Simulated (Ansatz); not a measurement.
# (CdS)1(CdSe)3 [0001] superlattice, started as wurtzite: from the cell to its phonons, part 2 of 2

Wanted: phonon frequencies of (CdS)1(CdSe)3 [0001] superlattice, started as wurtzite and what follows from them.

Ansatz 0.2.0; DFT PBE, scalar-relativistic, plane waves, PAW.

So far: Set-up; Bringing the structure to rest, k-mesh 6×6×2.

The structure was built from a prototype and need not be the compound's stable phase.

**3. Bringing the structure to rest, k-mesh 9×9×2**

The relaxation is repeated from its end, on the mesh and smearing that suit the cell and gap now reached.

Contents of input.yaml:

```yaml
crystal:
  lattice:
    - [4.3361778042, 0.0, 0.0]
    - [-2.1680889021, 3.7552401337, 0.0]
    - [0.0, 0.0, 14.1471492223]
  atoms:
    - { symbol: Cd, position: [0.3333333333, 0.6666666667, 0.0074464969] }
    - { symbol: Cd, position: [0.6666666667, 0.3333333333, 0.2421674538] }
    - { symbol: Cd, position: [0.3333333333, 0.6666666667, 0.4973007954] }
    - { symbol: Cd, position: [0.6666666667, 0.3333333333, 0.7523257323] }
    - { symbol: S, position: [0.3333333333, 0.6666666667, 0.1892561187] }
    - { symbol: Se, position: [0.6666666667, 0.3333333333, 0.4322416319] }
    - { symbol: Se, position: [0.3333333333, 0.6666666667, 0.6871391289] }
    - { symbol: Se, position: [0.6666666667, 0.3333333333, 0.942122642] }
kpoints:
  mp_grid: { grid: [9, 9, 2] }
hamiltonian:
  xc: pbe
scf:
  occupations: { method: gaussian, width: 0.02 }
output:
  forces: true
  stress: true
  eigenvalues: true
  write_density: true
  write_potential: true
  elf: true
  volumetric_format: npy
relax:
  adjacent_minimum: "off"
  f_tol: 0.005
  max_steps: 80
  cell: { stress_tol: 0.05 }
```

Command:

```sh
$ ansatz run input.yaml --threads 4 --pin off --max-ram 14336MiB --backend cpu --events-out ev --progress --plain --runs-dir out
```

Numbers of over 12 decimals in the logs are rounded to 6 here.

Output:

```text
[...]
Crystal: 8 atoms, lattice volume = 230.364 Å³
Basis set: ecut = 420 eV, 4529 PW (Γ), exchange–correlation on 60×60×192 points (8 copies of the dense FFT grid, shifted against one another)
Bands: 81, of which v1, the nominal top of the filled ones, is band 67 counted from 1 (66 counted from 0)
Symmetry: 6 space group operations
[...]
- { symbol: Cd, position: [0.666667, 0.333333, 0.2421674538] }
    - { symbol: Cd, position: [0.333333, 0.666667, 0.497301] }
    - { symbol: Cd, position: [0.666667, 0.333333, 0.7523257323] }
    - { symbol: S, position: [0.333333, 0.666667, 0.189256] }
    - { symbol: Se, position: [0.666667, 0.333333, 0.4322416319] }
    - { symbol: Se, position: [0.333333, 0.666667, 0.687139] }
    - { symbol: Se, position: [0.666667, 0.333333, 0.942122642] }
[key lines of the parts left out:]
SCF converged after 6 iterations
Free energy (F): -50332.168437 eV
Fermi energy:    6.970562 eV
P = ⅓ Tr σ = -0.0039 GPa (-0.039 kbar)
```

Wall time 23 s (4 threads of Arm Neoverse V2, shared host); peak memory 0.86 GiB.

Little changed from the start: no atom moved by 0.005 Å and no cell edge by 0.1 %.

This step gave:

| Property | Result |
| --- | --- |
| pressure | -0.003936 GPa |
| gap on the k-mesh | 0.5942 eV |
| direct gap on mesh | 0.5942 eV |

In this step the volume went from 28.80 to 28.80 Å³/atom.

**4. Tight relaxation**

Phonons need a cell at rest on their own settings, so the relaxation is repeated with tight tolerances on forces and stress on the k mesh and occupations of the first response run.

Changes to input.yaml since step 3:

```diff
@@ -19,3 +19,3 @@
 scf:
-  occupations: { method: gaussian, width: 0.02 }
+  occupations: { method: fixed }
 output:
@@ -24,10 +24,6 @@
   eigenvalues: true
-  write_density: true
-  write_potential: true
-  elf: true
-  volumetric_format: npy
 relax:
   adjacent_minimum: "off"
-  f_tol: 0.005
-  max_steps: 80
-  cell: { stress_tol: 0.05 }
+  f_tol: 0.001
+  max_steps: 60
+  cell: { stress_tol: 0.01 }
```

Output:

```text
[...]
Crystal: 8 atoms, lattice volume = 230.364 Å³
Basis set: ecut = 420 eV, 4529 PW (Γ), exchange–correlation on 60×60×192 points (8 copies of the dense FFT grid, shifted against one another)
Bands: 81, of which v1, the nominal top of the filled ones, is band 67 counted from 1 (66 counted from 0)
Symmetry: 6 space group operations
[...]
atoms:
    - { symbol: Cd, position: [0.333333, 0.666667, 0.00751755] }
    - { symbol: Cd, position: [0.666667, 0.333333, 0.242156] }
    - { symbol: Cd, position: [0.333333, 0.666667, 0.497357] }
    - { symbol: Cd, position: [0.666667, 0.333333, 0.752379] }
    - { symbol: S, position: [0.333333, 0.666667, 0.189211] }
    - { symbol: Se, position: [0.666667, 0.333333, 0.432206] }
    - { symbol: Se, position: [0.333333, 0.666667, 0.687098] }
    - { symbol: Se, position: [0.666667, 0.333333, 0.942075] }
[key lines of the parts left out:]
SCF converged after 6 iterations
Free energy (F): -50332.168458 eV
Fermi energy:    6.676482 eV
P = ⅓ Tr σ = 0.0001 GPa (0.001 kbar)
```

It took 39 s on 4 threads; peak memory 0.86 GiB.

Little changed from the start: no atom moved by 0.005 Å and no cell edge by 0.1 %.

Numbers from this step:

* pressure: 8.92e-5 GPa
* gap on the k-mesh: 0.5920 eV
* volume per atom: 28.79 Å³
* direct gap on mesh: 0.5920 eV

The largest force component left is 0.42 meV/Å and the pressure is 0.000 GPa, within the tolerances set. The cell now holds 28.79 Å³/atom.

**5. Zone-centre response**

The zone centre is the only wavevector solved here; it holds the modes that light can see, as far as symmetry allows. The response to a homogeneous field gives the Born charges and the dielectric tensor, and its change with displacement the Raman tensors.

Contents of input.yaml:

```yaml
crystal:
  lattice:
    - [4.3348902029, 0.0, 0.0]
    - [-2.1674451015, 3.7541250383, 0.0]
    - [0.0, 0.0, 14.1540906719]
  atoms:
    - { symbol: Cd, position: [0.3333333333, 0.6666666667, 0.0075175507] }
    - { symbol: Cd, position: [0.6666666667, 0.3333333333, 0.242156263] }
    - { symbol: Cd, position: [0.3333333333, 0.6666666667, 0.4973572637] }
    - { symbol: Cd, position: [0.6666666667, 0.3333333333, 0.7523787871] }
    - { symbol: S, position: [0.3333333333, 0.6666666667, 0.1892109077] }
    - { symbol: Se, position: [0.6666666667, 0.3333333333, 0.4322063484] }
    - { symbol: Se, position: [0.3333333333, 0.6666666667, 0.6870980658] }
    - { symbol: Se, position: [0.6666666667, 0.3333333333, 0.9420748136] }
kpoints:
  mp_grid: { grid: [9, 9, 2] }
hamiltonian:
  xc: pbe
scf:
  occupations: { method: fixed }
output:
  eigenvalues: true
phonons:
  method: dfpt
  dielectric: true
  rigid_motions: translations
  raman: true
```

Output:

```text
Engine: ansatz 0.2.0, aarch64-unknown-linux-gnu
Pseudopotentials: kind: paw
Pseudopotential: Cd, paw, valence charge 20, recommended cutoff 420 eV (normal), Cd.paw.azcp
Pseudopotential: S, paw, valence charge 6, recommended cutoff 420 eV (normal), S.paw.azcp
Pseudopotential: Se, paw, valence charge 16, recommended cutoff 420 eV (normal), Se.paw.azcp
Functional definition: PBE
  parameter kappa = 0.804
  parameter beta = 0.066725
  exchange = pbe_x(kappa = kappa, mu = beta*pi^2/3)
  correlation = pbe_c(beta = beta)
Crystal: 8 atoms, lattice volume = 230.340 Å³
Basis set: ecut = 420 eV, 4529 PW (Γ), exchange–correlation on 60×60×192 points (8 copies of the dense FFT grid, shifted against one another)
Bands: 81, of which v1, the nominal top of the filled ones, is band 67 counted from 1 (66 counted from 0)
Symmetry: 6 space group operations
k-points: 50 of 162 (irreducible under 2 space group operations, time reversal used)
Non-local potential: Cd, projectors of the file, l = 0: 3, l = 1: 2, l = 2: 2, l = 3: 1
Non-local potential: S, projectors of the file, l = 0: 2, l = 1: 2, l = 2: 2
Non-local potential: Se, projectors of the file, l = 0: 2, l = 1: 2, l = 2: 3, l = 3: 1
PAW form: soft (Blöchl's): semilocal exchange-correlation on the pseudo side does not see the compensation charge
PAW one-centre angular grid: Cd, 590 points (default); XC on 64 Gauss nodes
PAW one-centre angular grid: S, 110 points (default); XC on 64 Gauss nodes
PAW one-centre angular grid: Se, 590 points (default); XC on 64 Gauss nodes
Initial density: superposition of atomic densities (neutral atoms: chi_scale 0, normalization atom), corrected by the library's trained network
Initial wavefunctions: pseudopotential atomic-orbital guess
Functional: x = pbe(κ = 0.804, μ = 0.219515), c = pbe(β = 0.066725)
SCF iter   1: F=—  HF=-50332.166510 eV  |F-HF|=—  |Δ(HF+E_count)|=         —  Δρ=1.02e-3  dr2=6.38e-3  ethr=1.77e-3  ⟨swp⟩=5.0  Hψ=12033  notcnv=0  defer=585
preconditioner: auto → Resta (q_TF=auto, 2.493 Å⁻¹)  ε∞=4.2  [insulator: Δε(μ)=0.563 eV  Ē_g=11.640 eV  n_scr=64 (ndim 8)  ℏωp=20.8 eV  f_vac=0.201  ε∞_Penn≈4.2]
SCF iter   2: F=—  HF=-50332.168062 eV  |F-HF|=—  |Δ(HF+E_count)|=   1.55e-3  Δρ=4.87e-4  dr2=1.12e-3  ethr=4.76e-6  ⟨swp⟩=2.0  Hψ=6600  notcnv=0  defer=600
SCF iter   3: F=—  HF=-50332.168098 eV  |F-HF|=—  |Δ(HF+E_count)|=   3.58e-5  Δρ=1.72e-4  dr2=1.12e-4  ethr=8.38e-7  ⟨swp⟩=2.0  Hψ=6072  notcnv=0  defer=600
SCF iter   4: F=—  HF=-50332.168162 eV  |F-HF|=—  |Δ(HF+E_count)|=   6.35e-5  Δρ=8.79e-5  dr2=2.44e-5  ethr=8.34e-8  ⟨swp⟩=2.0  Hψ=5372  notcnv=0  defer=488
SCF iter   5: F=—  HF=-50332.168199 eV  |F-HF|=—  |Δ(HF+E_count)|=   3.69e-5  Δρ=2.42e-5  dr2=2.41e-6  ethr=1.82e-8  ⟨swp⟩=2.0  Hψ=5372  notcnv=0  defer=478
SCF iter   6: F=—  HF=-50332.168458 eV  |F-HF|=—  |Δ(HF+E_count)|=   2.59e-4  Δρ=1.05e-5  dr2=2.48e-7  ethr=1.80e-9  ⟨swp⟩=2.0  Hψ=6122  notcnv=0  defer=478
SCF iter   7: F=—  HF=-50332.168458 eV  |F-HF|=—  |Δ(HF+E_count)|=   4.57e-7  Δρ=3.85e-6  dr2=4.78e-8  ethr=1.85e-10  ⟨swp⟩=2.0  Hψ=6722  notcnv=0  defer=478
SCF iter   8: F=—  HF=-50332.168458 eV  |F-HF|=—  |Δ(HF+E_count)|=   7.01e-8  Δρ=1.34e-6  dr2=4.88e-9  ethr=3.57e-11  ⟨swp⟩=2.0  Hψ=6722  notcnv=0  defer=478
SCF iter   9: F=—  HF=-50332.168458 eV  |F-HF|=—  |Δ(HF+E_count)|=   7.94e-9  Δρ=5.87e-7  dr2=1.03e-9  ethr=3.64e-12  ⟨swp⟩=2.0  Hψ=6722  notcnv=0  defer=478
SCF iter  10: F=-50332.168458 eV  HF=-50332.168458 eV  |F-HF|=9.46e-11  |Δ(HF+E_count)|=   1.37e-9  Δρ=1.33e-7  dr2=7.61e-11  ethr=1.00e-12  ⟨swp⟩=10.5  Hψ=26603  notcnv=0
SCF 1 converged in 10 iterations: F = -50332.168458 eV  dr2 = 7.61e-11
[...]
NSCF: frozen V_eff on 4 k-points
DFPT response loops at Γ: preconditioner auto → none (the input reference at scf.mixing.eps_inf says where Resta's filter doesn't serve); β = 0.50; Broyden in place of MSR1
── the response to a field inside a basis, on 12×12×4 k-points: an SCF that follows is theirs, and a resumed run solves both again ──
Bands: 68, of which v1, the nominal top of the filled ones, is band 67 counted from 1 (66 counted from 0)
k-points: 156 of 576 (irreducible under 2 space group operations, time reversal used)
[...]
Eigensolver: Dense (156 Hₖ)
[...]
SCF 1 converged in 9 iterations: F = -50331.891081 eV  dr2 = 1.88e-11
[...]
DFPT response loops at Γ: mixed as the last ones told, above
DFPT response loops at Γ: mixed as the last ones told, above
```

The job ended after 63 min (4 threads; peak memory 5.5 GiB).

In the SCF lines HF is the Harris–Foulkes energy and dr2 the Hartree energy of the density residual, in eV; the loop may stop once dr2 is under the threshold and the program's other checks hold. Hψ counts applications of the Hamiltonian.

The run was cut off at the time limit after its SCF cycle had converged; no result of it is taken.

The program's message: “Warning: RAYON”

**6. Modes at Γ**

The zone centre is the only wavevector solved here; it holds the modes that light can see, as far as symmetry allows. No field response is asked.

Changes to input.yaml since step 5:

```diff
@@ -24,4 +24 @@
   method: dfpt
-  dielectric: true
-  rigid_motions: translations
-  raman: true
```

Output:

```text
[...]
Crystal: 8 atoms, lattice volume = 230.340 Å³
Basis set: ecut = 420 eV, 4529 PW (Γ), exchange–correlation on 60×60×192 points (8 copies of the dense FFT grid, shifted against one another)
Bands: 81, of which v1, the nominal top of the filled ones, is band 67 counted from 1 (66 counted from 0)
Symmetry: 6 space group operations
k-points: 50 of 162 (irreducible under 2 space group operations, time reversal used)
[...]
ASR residual: 9.766e-5 → 0.000e0 eV/Å²; symmetrization residual: 4.738e-5 eV/Å²
  ASR residual per site (eV/Å²): 3.04e-5 2.56e-5 3.27e-5 3.04e-5 7.44e-5 6.09e-5 4.89e-5 9.77e-5
  Γ frequencies (cm⁻¹): 0.00 0.00 0.00 28.63 28.63 29.97 29.97 37.87 37.87 80.92 85.20 120.75 157.29 160.52 160.52 161.12 161.12 162.09 162.09 178.69 186.44 204.23 204.23 257.98
  non-analytic LO–TO correction: not included (Born effective charges unavailable; polar crystals: no LO–TO splitting at Γ)
[key lines of the parts left out:]
SCF converged after 10 iterations
Free energy (F): -50332.168458 eV
Fermi energy:    6.676483 eV
```

The job ended after 8.8 min (4 threads; peak memory 2.8 GiB).

Numbers from this step:

* sum-rule residual before enforcement: 9.77e-5 eV/Å²
* point group: 3m
* highest optical mode at the zone centre (no LO-TO term): 258.0 cm⁻¹
* lowest optical zone-centre mode: 28.63 cm⁻¹

Before it was imposed, the acoustic sum rule was missed by 9.8e-5 eV/Å². Small misses are needed for a sound result but don't prove that mesh and cutoff are converged. The lowest optical mode is real, 28.6 cm⁻¹.

**7. Isotope substitution, element Cd, natural mass 112.414 amu**

An isotope changes the mass and not the force constants, so no new electronic calculation is needed; the shifts show which modes move this element.

The same force constants with the mass of Cd changed from 112.414 to 115.905 u (phonopy, no LO-TO term). Both lists are sorted by frequency; levels can cross, so a row need not hold one and the same mode. Modes under 3 cm⁻¹ are left out. Isotope shifts, by row:

```
    q  rank  natural mass (cm⁻¹)  changed mass (cm⁻¹)
0 0 0     4                28.63                28.35
0 0 0     5                28.63                28.35
0 0 0     6                29.97                29.67
0 0 0     7                29.97                29.67
0 0 0     8                37.87                37.43
0 0 0     9                37.87                37.43
0 0 0    10                80.92                80.09
0 0 0    11                 85.2                84.21
0 0 0    12                120.8                  119
0 0 0    13                157.3                156.4
0 0 0    14                160.5                159.6
0 0 0    15                160.5                159.6
0 0 0    16                161.1                160.2
0 0 0    17                161.1                160.2
0 0 0    18                162.1                161.2
0 0 0    19                162.1                161.2
0 0 0    20                178.7                178.2
0 0 0    21                186.4                185.5
0 0 0    22                204.2                203.7
0 0 0    23                204.2                203.7
0 0 0    24                  258                257.5
```

A mode of this element alone would shift by -1.52 %. The highest zone-centre frequency without the field goes from 258.0 to 257.5 cm⁻¹ (-0.2 %). The product of the frequency ratios over all optical modes at Γ is 0.857; the product rule, (m/m′)^(3k/2) (M′/M)^(3/2) with k = 4 such atoms and M the mass of the cell, gives 0.857.

**8. Isotope substitution, element S, natural mass 32.06 amu**

The same for S, from 32.06 to 33.97 u.

A mode of this element alone would shift by -2.85 %. The highest zone-centre frequency without the field goes from 258.0 to 251.8 cm⁻¹ (-2.4 %). The product of the frequency ratios over all optical modes at Γ is 0.921; the product rule, (m/m′)^(3k/2) (M′/M)^(3/2) with k = 1 such atoms and M the mass of the cell, gives 0.921.

**9. Another isotope, element Se, natural mass 78.971 amu**

The same for Se, from 78.97 to 81.92 u.

The same force constants with the mass of Se changed from 78.971 to 81.917 u (phonopy, no LO-TO term). Both lists are sorted by frequency; levels can cross, so a row need not hold one and the same mode. Modes under 3 cm⁻¹ are left out. Isotope shifts, by row:

```
    q  rank  natural mass (cm⁻¹)  changed mass (cm⁻¹)
0 0 0     4                28.63                28.44
0 0 0     5                28.63                28.44
0 0 0     6                29.97                 29.8
0 0 0     7                29.97                 29.8
0 0 0     8                37.87                37.77
0 0 0     9                37.87                37.77
0 0 0    10                80.92                80.42
0 0 0    11                 85.2                84.92
0 0 0    12                120.8                120.6
0 0 0    13                157.3                155.6
0 0 0    14                160.5                158.8
0 0 0    15                160.5                158.8
0 0 0    16                161.1                159.3
0 0 0    17                161.1                159.3
0 0 0    18                162.1                160.2
0 0 0    19                162.1                160.2
0 0 0    20                178.7                176.1
0 0 0    21                186.4                184.2
0 0 0    22                204.2                204.2
0 0 0    23                204.2                204.2
0 0 0    24                  258                257.8
```

A mode of this element alone would shift by -1.81 %. The highest zone-centre frequency without the field goes from 258.0 to 257.8 cm⁻¹ (-0.1 %). The product of the frequency ratios over all optical modes at Γ is 0.863; the product rule, (m/m′)^(3k/2) (M′/M)^(3/2) with k = 3 such atoms and M the mass of the cell, gives 0.864.

**10. What came out**

| Item | Value |
| --- | --- |
| space group after relaxation (within 0.01 Å) | P3m1 |
| volume per atom | 28.8 Å³ |
| gap on the k-mesh | 0.592 eV |
| highest optical mode at the zone centre (no LO-TO term) | 258 cm⁻¹ |
| lowest optical zone-centre mode | 28.6 cm⁻¹ |
| imaginary modes at Γ (the only wavevector solved) | none |

In words: The structure is stable against zone-centre distortions, since no mode there is imaginary; other wavevectors were not solved, so zone-boundary instabilities are untested. Without the field, the optical modes at Γ span 29 to 258 cm⁻¹. No dispersion was computed. The starting cell was built on a prototype and not taken from a measurement, so the phase need not exist. These are harmonic frequencies at zero temperature: anharmonic shifts, linewidths and thermal expansion are left out.

[Logs are printed without paths, hosts, clocks, repeated set-up lines and the standing remarks that a program may print on its own settings, such as how far it seeks lower states.]

[Hosts, paths, dates, database ids (printed as entryN), source tags and the programs' standing remarks are cut or masked in the printed files.]
